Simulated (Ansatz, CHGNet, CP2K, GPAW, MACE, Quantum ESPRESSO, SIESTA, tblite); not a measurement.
# CP2K on (9,9) carbon nanotube bundle (108 atoms): settings against a plane-wave reference, part 2 of 2

Aim: run (9,9) carbon nanotube bundle (108 atoms) in CP2K and see how near its forces come to a plane-wave reference, and at what cost.

Program: CP2K 2026.2; the method stands at each step. Banners, paths, timers and routine set-up lines are dropped from the logs unmarked, and long logs keep their key lines alone; longer cuts are marked.

So far. Step 2 (PBE, DZVP-MOLOPT-SR, 450/50 Ry, diagonalisation): Forces lie 2.1 % from the reference's, at 6.6 times its CPU time. Step 3 (PBE, TZVP-UZH, 450/50 Ry, diagonalisation): Against the first run (2.1 %), the force difference from the reference is 1.7 %, at 1.6 times the CPU time, with 1836 basis functions against 1404; this set comes with other potentials too, so the change isn't the basis's alone.

## 4. PBE, TZVP-MOLOPT, 450/50 Ry, diagonalisation

Method: Kohn-Sham DFT, PBE, GTH-PBE pseudopotentials, Gaussian and plane waves, TZVP-MOLOPT-GTH, diagonalisation.

input.inp reads:

```
&GLOBAL
  PROJECT cell
  RUN_TYPE ENERGY_FORCE
  PRINT_LEVEL LOW
&END GLOBAL
&FORCE_EVAL
  METHOD QS
  STRESS_TENSOR ANALYTICAL
  &DFT
    BASIS_SET_FILE_NAME BASIS_MOLOPT
    POTENTIAL_FILE_NAME GTH_POTENTIALS
    &MGRID
      CUTOFF 450
      REL_CUTOFF 50
    &END MGRID
    &QS
      EPS_DEFAULT 1.0E-12
    &END QS
    &SCF
      SCF_GUESS ATOMIC
      EPS_SCF 1.0E-06
      MAX_SCF 200
      ADDED_MOS 48
      &DIAGONALIZATION
        ALGORITHM STANDARD
      &END DIAGONALIZATION
      &SMEAR ON
        METHOD FERMI_DIRAC
        ELECTRONIC_TEMPERATURE [K] 580
      &END SMEAR
      &MIXING
        METHOD BROYDEN_MIXING
        ALPHA 0.15
        NBROYDEN 8
      &END MIXING
      &PRINT
        &RESTART OFF
        &END RESTART
      &END PRINT
    &END SCF
    &XC
      &XC_FUNCTIONAL PBE
      &END XC_FUNCTIONAL
    &END XC
    &PRINT
      &MULLIKEN ON
      &END MULLIKEN
      &HIRSHFELD ON
        SHAPE_FUNCTION DENSITY
      &END HIRSHFELD
      &MO ON
        EIGENVALUES T
        OCCUPATION_NUMBERS T
        MO_INDEX_RANGE 205 228
        &EACH
          QS_SCF 0
        &END EACH
        ADD_LAST NUMERIC
      &END MO
    &END PRINT
  &END DFT
  &SUBSYS
    &CELL
      A 15.50642 0.00000 0.00000
      B -7.75321 13.42896 0.00000
      C 0.00000 0.00000 7.38000
    &END CELL
    &TOPOLOGY
      COORD_FILE_NAME structure.xyz
      COORD_FILE_FORMAT XYZ
    &END TOPOLOGY
    &KIND C
      BASIS_SET TZVP-MOLOPT-GTH-q4
      POTENTIAL GTH-PBE-q4
    &END KIND
  &END SUBSYS
  &PRINT
    &FORCES ON
    &END FORCES
    &STRESS_TENSOR ON
    &END STRESS_TENSOR
  &END PRINT
&END FORCE_EVAL
```

structure.xyz reads:

```xyz
108

[... 108 atom lines left out: the same atoms as in the first run ...]
```

Launch:

```
$ OMP_NUM_THREADS=1 mpirun -np 4 cp2k.psmp -i input.inp > output.txt
```

Numbers of over 12 decimals in the logs are rounded to 6 here.

The program printed:

```text
CP2K| version string:                                       CP2K version 2026.2
 CP2K| Input file name                                                 input.inp
 GLOBAL| Basis set file name                                        BASIS_MOLOPT
 GLOBAL| Potential file name                                      GTH_POTENTIALS
 GLOBAL| Run type                                                   ENERGY_FORCE
 GLOBAL| Total number of message passing processes                             4
 GLOBAL| Number of threads for this process                                    1
 TOTAL NUMBERS AND MAXIMUM NUMBERS
  Total number of            - Atomic kinds:                                   1
                             - Atoms:                                        108
[... lines left out ...]
                        Smear method:                                FERMI_DIRAC
[... lines left out ...]
 Number of electrons:                                                        432
[... lines left out ...]
  Step     Update method      Time    Convergence         Total energy    Change
[... lines left out ...]
  *** SCF run converged in    24 steps ***
[... lines left out ...]
  Fermi energy:                                                 0.067728
  Total energy:                                              -614.516122
  Total energy (extrapolated to T->0):                       -614.512722
[... lines left out ...]
 MO| E(Fermi):            0.067728 a.u.          1.842966 eV
[... lines left out ...]
 !-----------------------------------------------------------------------------!
 !-----------------------------------------------------------------------------!
                           Hirshfeld Charges
  #Atom  Element  Kind  Ref Charge     Population                    Net charge
      1       C      1       4.000          4.001                        -0.001
      2       C      1       4.000          4.003                        -0.003
      3       C      1       4.000          4.004                        -0.004
[...]
107       C      1       4.000          4.002                        -0.002
    108       C      1       4.000          4.000                         0.000
  Total Charge                                                           -0.000
 !-----------------------------------------------------------------------------!
 ENERGY| Total FORCE_EVAL ( QS ) energy [hartree]           -614.516094
 FORCES| Atomic forces [hartree/bohr]
 FORCES|   Atom     x               y               z               |f|
 FORCES|      1  3.82532574E-03  4.30458555E-02 -1.01682463E-02   4.43956307E-02
 FORCES|      2  2.20365813E-03 -4.18414474E-02  5.96993952E-02   7.29354552E-02
 FORCES|      3  1.99000908E-02 -4.96968304E-03 -5.77937798E-02   6.13256255E-02
[...]
FORCES|    107 -2.49193773E-03 -2.29513274E-03  5.18776257E-02   5.19881278E-02
 FORCES|    108  1.38501917E-02  3.09218632E-02 -4.13453019E-02   5.34548728E-02
 FORCES| Sum     1.01353614E-04 -1.25315103E-04  7.29486434E-05
 FORCES| Total atomic force                                       1.76912223E-04
 STRESS| Analytical stress tensor [bar]
 STRESS|                        x                   y                   z
 STRESS|      x        4.40775165213E+04   3.86062634463E+03  -2.32097604868E+03
 STRESS|      y        3.86062634463E+03   4.08668263478E+04   2.52427975531E+03
 STRESS|      z       -2.32097604868E+03   2.52427975531E+03   2.92720071913E+04
 STRESS| 1/3 Trace                                             3.80721166868E+04
```

It took 32 min on 4 MPI ranks of Arm Neoverse V1, shared host; peak memory 4.2 GiB.

Numbers from this run, and their distance from the reference:

```
r.m.s. force component                  : 1.659 eV/Å
r.m.s. difference of force components   : 14.08 meV/Å
longest difference of force vectors     : 41.91 meV/Å
force difference over r.m.s. force      : 0.8536 %
slope of forces against the reference's : 1.006
correlation of force components         : 1
pressure                                : 3.807 GPa
pressure difference                     : 0.3058 GPa
```

Against the first run (2.1 %), the force difference from the reference is 0.85 %, at 14 times the CPU time, with 1836 basis functions against 1404: the larger basis brings the forces nearer.

## 5. PBE, DZVP-MOLOPT-SR, 315/50 Ry, diagonalisation

Method: Kohn-Sham DFT, PBE, GTH-PBE pseudopotentials, Gaussian and plane waves, DZVP-MOLOPT-SR-GTH, diagonalisation.

Changes to input.inp since step 4:

```diff
@@ -12,3 +12,3 @@
     &MGRID
-      CUTOFF 450
+      CUTOFF 315
       REL_CUTOFF 50
@@ -67,8 +67,32 @@
     &END CELL
-    &TOPOLOGY
-      COORD_FILE_NAME structure.xyz
-      COORD_FILE_FORMAT XYZ
-    &END TOPOLOGY
+    &COORD
+      SCALED
+      C 0.41574 0.05107 0.16759
+      C 0.43680 0.10703 0.99484
+      C 0.45201 0.20444 0.00281
+      C 0.45584 0.25008 0.16010
+      C 0.43614 0.33101 0.16513
+      C 0.41906 0.36536 0.99940
+      C 0.36129 0.41420 0.33712
+      C 0.32886 0.43065 0.16607
+      C 0.25133 0.45613 0.16457
+      C 0.20187 0.45339 0.00110
+      C 0.10750 0.43601 0.00104
+      C 0.05263 0.41795 0.16831
+      C 0.95006 0.36794 0.16416
+      C 0.89541 0.33080 0.33396
+      C 0.79386 0.25165 0.33793
+      C 0.75012 0.20466 0.17335
+      C 0.67134 0.10802 0.16320
+      C 0.63172 0.05251 0.99279
+      C 0.58117 0.94632 0.99600
+      C 0.56502 0.89836 0.16185
+[... 84 atom lines left out ...]
+      C 0.20389 0.74976 0.83446
+      C 0.24691 0.79540 0.00283
+      C 0.32837 0.89414 0.99418
+      C 0.35916 0.94481 0.83409
+    &END COORD
     &KIND C
-      BASIS_SET TZVP-MOLOPT-GTH-q4
+      BASIS_SET DZVP-MOLOPT-SR-GTH-q4
       POTENTIAL GTH-PBE-q4
```

Launch:

```
$ OMP_NUM_THREADS=2 cp2k.psmp -i input.inp > output.txt
```

The program printed:

```text
CP2K| version string:                                       CP2K version 2026.2
 CP2K| Input file name                                                 input.inp
 GLOBAL| Basis set file name                                        BASIS_MOLOPT
 GLOBAL| Potential file name                                      GTH_POTENTIALS
 GLOBAL| Run type                                                   ENERGY_FORCE
 GLOBAL| Total number of message passing processes                             1
 GLOBAL| Number of threads for this process                                    2
 TOTAL NUMBERS AND MAXIMUM NUMBERS
  Total number of            - Atomic kinds:                                   1
                             - Atoms:                                        108
[... lines left out ...]
                        Smear method:                                FERMI_DIRAC
[... lines left out ...]
 Number of electrons:                                                        432
[... lines left out ...]
  Step     Update method      Time    Convergence         Total energy    Change
[... lines left out ...]
  *** SCF run converged in    22 steps ***
[... lines left out ...]
  Fermi energy:                                                 0.064990
  Total energy:                                              -614.464452
  Total energy (extrapolated to T->0):                       -614.461050
[... lines left out ...]
 MO| E(Fermi):            0.064990 a.u.          1.768471 eV
[... lines left out ...]
 !-----------------------------------------------------------------------------!
 !-----------------------------------------------------------------------------!
                           Hirshfeld Charges
  #Atom  Element  Kind  Ref Charge     Population                    Net charge
      1       C      1       4.000          4.001                        -0.001
      2       C      1       4.000          4.003                        -0.003
      3       C      1       4.000          4.004                        -0.004
[...]
107       C      1       4.000          4.002                        -0.002
    108       C      1       4.000          4.000                         0.000
  Total Charge                                                           -0.000
 !-----------------------------------------------------------------------------!
 ENERGY| Total FORCE_EVAL ( QS ) energy [hartree]           -614.464450
 FORCES| Atomic forces [hartree/bohr]
 FORCES|   Atom     x               y               z               |f|
 FORCES|      1  3.87432979E-03  4.40723787E-02 -1.05846832E-02   4.54908839E-02
 FORCES|      2  2.58590724E-03 -4.21796726E-02  6.05157412E-02   7.38103423E-02
 FORCES|      3  2.00277893E-02 -5.10304385E-03 -5.88004762E-02   6.23269556E-02
[...]
FORCES|    107 -2.14332234E-03 -2.25338899E-03  5.27012542E-02   5.27929331E-02
 FORCES|    108  1.40430090E-02  3.09222096E-02 -4.16635839E-02   5.37516825E-02
 FORCES| Sum    -1.20226356E-05  1.58756866E-05 -1.11043907E-04
 FORCES| Total atomic force                                       1.12815471E-04
 STRESS| Analytical stress tensor [bar]
 STRESS|                        x                   y                   z
 STRESS|      x        4.61022546656E+04   3.94784830752E+03  -2.38168344693E+03
 STRESS|      y        3.94784830752E+03   4.27882052759E+04   2.69556367634E+03
 STRESS|      z       -2.38168344693E+03   2.69556367634E+03   3.34737760913E+04
 STRESS| 1/3 Trace                                             4.07880786776E+04
```

Elapsed: 5.1 min, on 2 threads; peak memory 2 GiB.

Compared with the plane-wave run:

| Item | Value |
| --- | --- |
| r.m.s. force component | 1.68 eV/Å |
| r.m.s. difference of force components | 35.8 meV/Å |
| longest difference of force vectors | 131.2 meV/Å |
| force difference over r.m.s. force | 2.17 % |
| slope of forces against the reference's | 1.018 |
| correlation of force components | 0.9999 |
| pressure | 4.079 GPa |
| pressure difference | 0.5774 GPa |
| energy less the same-level run's | -0.0355 meV/atom |
| r.m.s. force difference from the same-level run | 8.211 meV/Å |

Against the first run (2.1 %), the force difference from the reference is 2.2 %, at 1.1 times the CPU time (on 2 against 4 cores): the change moves forces by 8.2 meV/Å r.m.s., so most of the difference comes from elsewhere.

## 6. PBE, DZVP-MOLOPT-SR, 157/50 Ry, diagonalisation

Method: Kohn-Sham DFT, PBE, GTH-PBE pseudopotentials, Gaussian and plane waves, DZVP-MOLOPT-SR-GTH, diagonalisation.

Changes to input.inp since step 5:

```diff
@@ -12,3 +12,3 @@
     &MGRID
-      CUTOFF 315
+      CUTOFF 157
       REL_CUTOFF 50
@@ -67,6 +67,6 @@
     &END CELL
-    &COORD
-      SCALED
-[... 108 atom lines left out: the same atoms as in the first run ...]
-    &END COORD
+    &TOPOLOGY
+      COORD_FILE_NAME structure.xyz
+      COORD_FILE_FORMAT XYZ
+    &END TOPOLOGY
     &KIND C
```

structure.xyz is that of step 4.

The program printed:

```text
CP2K| version string:                                       CP2K version 2026.2
 CP2K| Input file name                                                 input.inp
 GLOBAL| Basis set file name                                        BASIS_MOLOPT
 GLOBAL| Potential file name                                      GTH_POTENTIALS
[... lines left out ...]
 Number of electrons:                                                        432
[... lines left out ...]
  Step     Update method      Time    Convergence         Total energy    Change
[... lines left out ...]
  *** SCF run converged in    22 steps ***
[... lines left out ...]
  Fermi energy:                                                 0.064985
  Total energy:                                              -614.467741
  Total energy (extrapolated to T->0):                       -614.464340
[... lines left out ...]
 MO| E(Fermi):            0.064985 a.u.          1.768320 eV
[... lines left out ...]
 ENERGY| Total FORCE_EVAL ( QS ) energy [hartree]           -614.467740
[... lines left out ...]
 FORCES|      1  5.10254481E-03  4.31070048E-02 -1.08318136E-02   4.47389987E-02
 FORCES|      2  2.60463673E-03 -4.18377070E-02  6.12133501E-02   7.41906469E-02
 FORCES|      3  2.03388467E-02 -5.75785986E-03 -5.92423760E-02   6.29005624E-02
[...]
FORCES|    107 -2.87136929E-03 -2.99652029E-03  5.33484843E-02   5.35096690E-02
 FORCES|    108  1.43697929E-02  2.96162524E-02 -4.22921112E-02   5.35932461E-02
 FORCES| Sum     1.41051423E-03 -1.46862760E-03  6.47566999E-03
 FORCES| Total atomic force                                       6.78827808E-03
 STRESS| Analytical stress tensor [bar]
 STRESS|                        x                   y                   z
 STRESS|      x        4.64760937290E+04   3.75228574928E+03  -2.39334014937E+03
 STRESS|      y        3.75228574928E+03   4.29457016350E+04   2.69488257495E+03
 STRESS|      z       -2.39334014937E+03   2.69488257495E+03   3.33374397036E+04
 STRESS| 1/3 Trace                                             4.09197450225E+04
```

Elapsed: 3.6 min, on 2 threads; peak memory 0.95 GiB; 7 min of CPU time.

Against the reference:

```
r.m.s. force component                          : 1.684 eV/Å
r.m.s. difference of force components           : 53.55 meV/Å
longest difference of force vectors             : 153.9 meV/Å
force difference over r.m.s. force              : 3.246 %
slope of forces against the reference's         : 1.021
correlation of force components                 : 0.9997
pressure                                        : 4.092 GPa
pressure difference                             : 0.5906 GPa
energy less the same-level run's                : -0.8645 meV/atom
r.m.s. force difference from the same-level run : 35.01 meV/Å
```

This is a coarse setting, run to see what it loses.

Against the first run (2.1 %), the force difference from the reference is 3.2 %, at 0.76 times the CPU time (on 2 against 4 cores): the grid matters here.

## 7. Another try, on a changed input

Changes to input.inp since step 6:

```diff
@@ -12,5 +12,5 @@
     &MGRID
-      CUTOFF 157
+      CUTOFF 450
       REL_CUTOFF 50
-    &END MGRID
+    
     &QS
@@ -21,3 +21,3 @@
       EPS_SCF 1.0E-06
-      MAX_SCF 200
+      MAX_SCF 60
       ADDED_MOS 48
@@ -67,6 +67,29 @@
     &END CELL
-    &TOPOLOGY
-      COORD_FILE_NAME structure.xyz
-      COORD_FILE_FORMAT XYZ
-    &END TOPOLOGY
+    &COORD
+      C 6.05068 0.68582 1.23681
+      C 5.94338 1.43730 7.34192
+      C 5.42399 2.74542 0.02074
+      C 5.12952 3.35831 1.18154
+      C 4.19658 4.44512 1.21866
+      C 3.66541 4.90640 7.37557
+      C 2.39093 5.56228 2.48795
+      C 1.76052 5.78318 1.22560
+      C 0.36076 6.12535 1.21453
+      C -0.38495 6.08856 0.00812
+      C -1.71354 5.85516 0.00768
+      C -2.42435 5.61263 1.24213
+      C 11.87931 4.94105 1.21150
+      C 11.31984 4.44230 2.46462
+      C 10.35883 3.37940 2.49392
+      C 10.04490 2.74837 1.27932
+      C 9.57258 1.45060 1.20442
+      C 9.38859 0.70515 7.32679
+      C 1.67485 12.70809 7.35048
+      C 1.79626 12.06404 1.19445
+[... 84 atom lines left out ...]
+      C -2.65144 10.06850 6.15831
+      C -2.33821 10.68139 0.02089
+      C -1.84061 12.00737 7.33705
+      C -1.75602 12.68782 6.15558
+    &END COORD
     &KIND C
```

Launch:

```
$ OMP_NUM_THREADS=1 mpirun -np 4 cp2k.psmp -i input.inp > output.txt
```

The program printed:

```text
Possible matches for unknown subsection
 QS
   keyword NGRIDS in section %__ROOT__%FORCE_EVAL%DFT%MGRID score:  105
   keyword NGRIDS in section %__ROOT__%FORCE_EVAL%PROPERTIES%TDDFPT%MGRID score:  105
   keyword NGRIDS in section %__ROOT__%FORCE_EVAL%PROPERTIES%RIXS%TDDFPT%MGRID score:  105
   keyword CUTOFF in section %__ROOT__%FORCE_EVAL%DFT%MGRID score:  104
   subsection RS_GRID in section %__ROOT__%FORCE_EVAL%DFT%MGRID score:  104
 *   ___                                                                       *
 *  /   \                                                                      *
 * [ABORT]                                                                     *
 *  \___/                 unknown subsection QS of section MGRID               *
 *    |                                                                        *
 *  O/|                                                                        *
 * /| |                                                                        *
```

Wall time 0.79 s (4 MPI ranks); peak memory 0.57 GiB.

The program stopped at the start. The fault in the input: a section left open (&END MGRID left out).

## 8. Side by side

Differences are against the plane-wave reference, forces as r.m.s. over components; share is that over the reference's r.m.s. force, slope the least-squares factor from reference forces to these. Total energies of different programs have different zeros and aren't compared.

```
                                                          run  Δ force, r.m.s. (meV/Å)  share (%)  slope  Δ pressure (GPa)  cores  CPU time  memory (GiB)
                                                    reference                        -          -      -                 -      4      83 s           1.7
         CP2K PBE, DZVP-MOLOPT-SR, 450/50 Ry, diagonalisation                     34.1       2.07  1.018             0.576      4   9.1 min           3.8
               CP2K PBE, TZVP-UZH, 450/50 Ry, diagonalisation                     27.7       1.68  1.015             0.689      4    14 min           4.0
            CP2K PBE, TZVP-MOLOPT, 450/50 Ry, diagonalisation                     14.1      0.854  1.006             0.306      4     2.2 h           4.2
CP2K PBE, DZVP-MOLOPT-SR, 315/50 Ry, diagonalisation (coarse)                     35.8       2.17  1.018             0.577      2   9.6 min           2.0
CP2K PBE, DZVP-MOLOPT-SR, 157/50 Ry, diagonalisation (coarse)                     53.5       3.25  1.021             0.591      2     7 min          0.95
```

Rows marked coarse were listed beforehand as settings not expected to be converged; some can still land near the reference.

CPU time is summed over cores on a shared host, where runs went side by side, so it is rough. Symmetry, cutoffs, thresholds, outputs and thread counts weren't matched or tuned between programs; memory under MPI is the largest rank's times the ranks.

Within one program, basis, potentials and functional, energies share a zero. Each run against its twin at the usual cutoff or grid and solver:

```
                                                 run                                        twin  Δ energy (meV/atom)  Δ force, r.m.s. (meV/Å)         CPU time over the twin's
CP2K PBE, DZVP-MOLOPT-SR, 315/50 Ry, diagonalisation  DZVP-MOLOPT-SR, 450/50 Ry, diagonalisation              -0.0355                     8.21   1.1 (this twin ran on 4 cores)
CP2K PBE, DZVP-MOLOPT-SR, 157/50 Ry, diagonalisation  DZVP-MOLOPT-SR, 450/50 Ry, diagonalisation               -0.865                     35.0  0.76 (this twin ran on 4 cores)
```

## 9. What came out

* nearest in forces: CP2K PBE, TZVP-MOLOPT, 450/50 Ry, diagonalisation, 0.85 %
* its CPU time: 2.2 h

The PBE runs in local orbitals, coarse settings apart, differ by 0.85 % (CP2K PBE, TZVP-MOLOPT, 450/50 Ry, diagonalisation) to 2.1 % (CP2K PBE, DZVP-MOLOPT-SR, 450/50 Ry, diagonalisation); basis, grid and potentials can all enter. Runs with settings chosen to be coarse differ by 2.2 % (CP2K PBE, DZVP-MOLOPT-SR, 315/50 Ry, diagonalisation) to 3.2 % (CP2K PBE, DZVP-MOLOPT-SR, 157/50 Ry, diagonalisation), their programs' other errors included. None of the electronic-structure runs in the table takes under half the reference's CPU time of 83 s; they take 5.0 to 93 times as much. The reference's pressure of 3.5 GPa belongs to a cell and atoms that aren't relaxed at this level. The electronic-structure runs sample only Γ, in a cell whose shortest periodic width is 7 Å, which is coarse for a cell with partly filled levels.

[Also dropped from logs without a mark: logging warnings of Python, and SIESTA's first energy breakdown and zero terms.]

[Logs are printed without paths, hosts, clocks, repeated set-up lines and the standing remarks that a program may print on its own settings, such as how far it seeks lower states.]

[Hosts, paths, dates, database ids (printed as entryN), source tags and the programs' standing remarks are cut or masked in the printed files.]
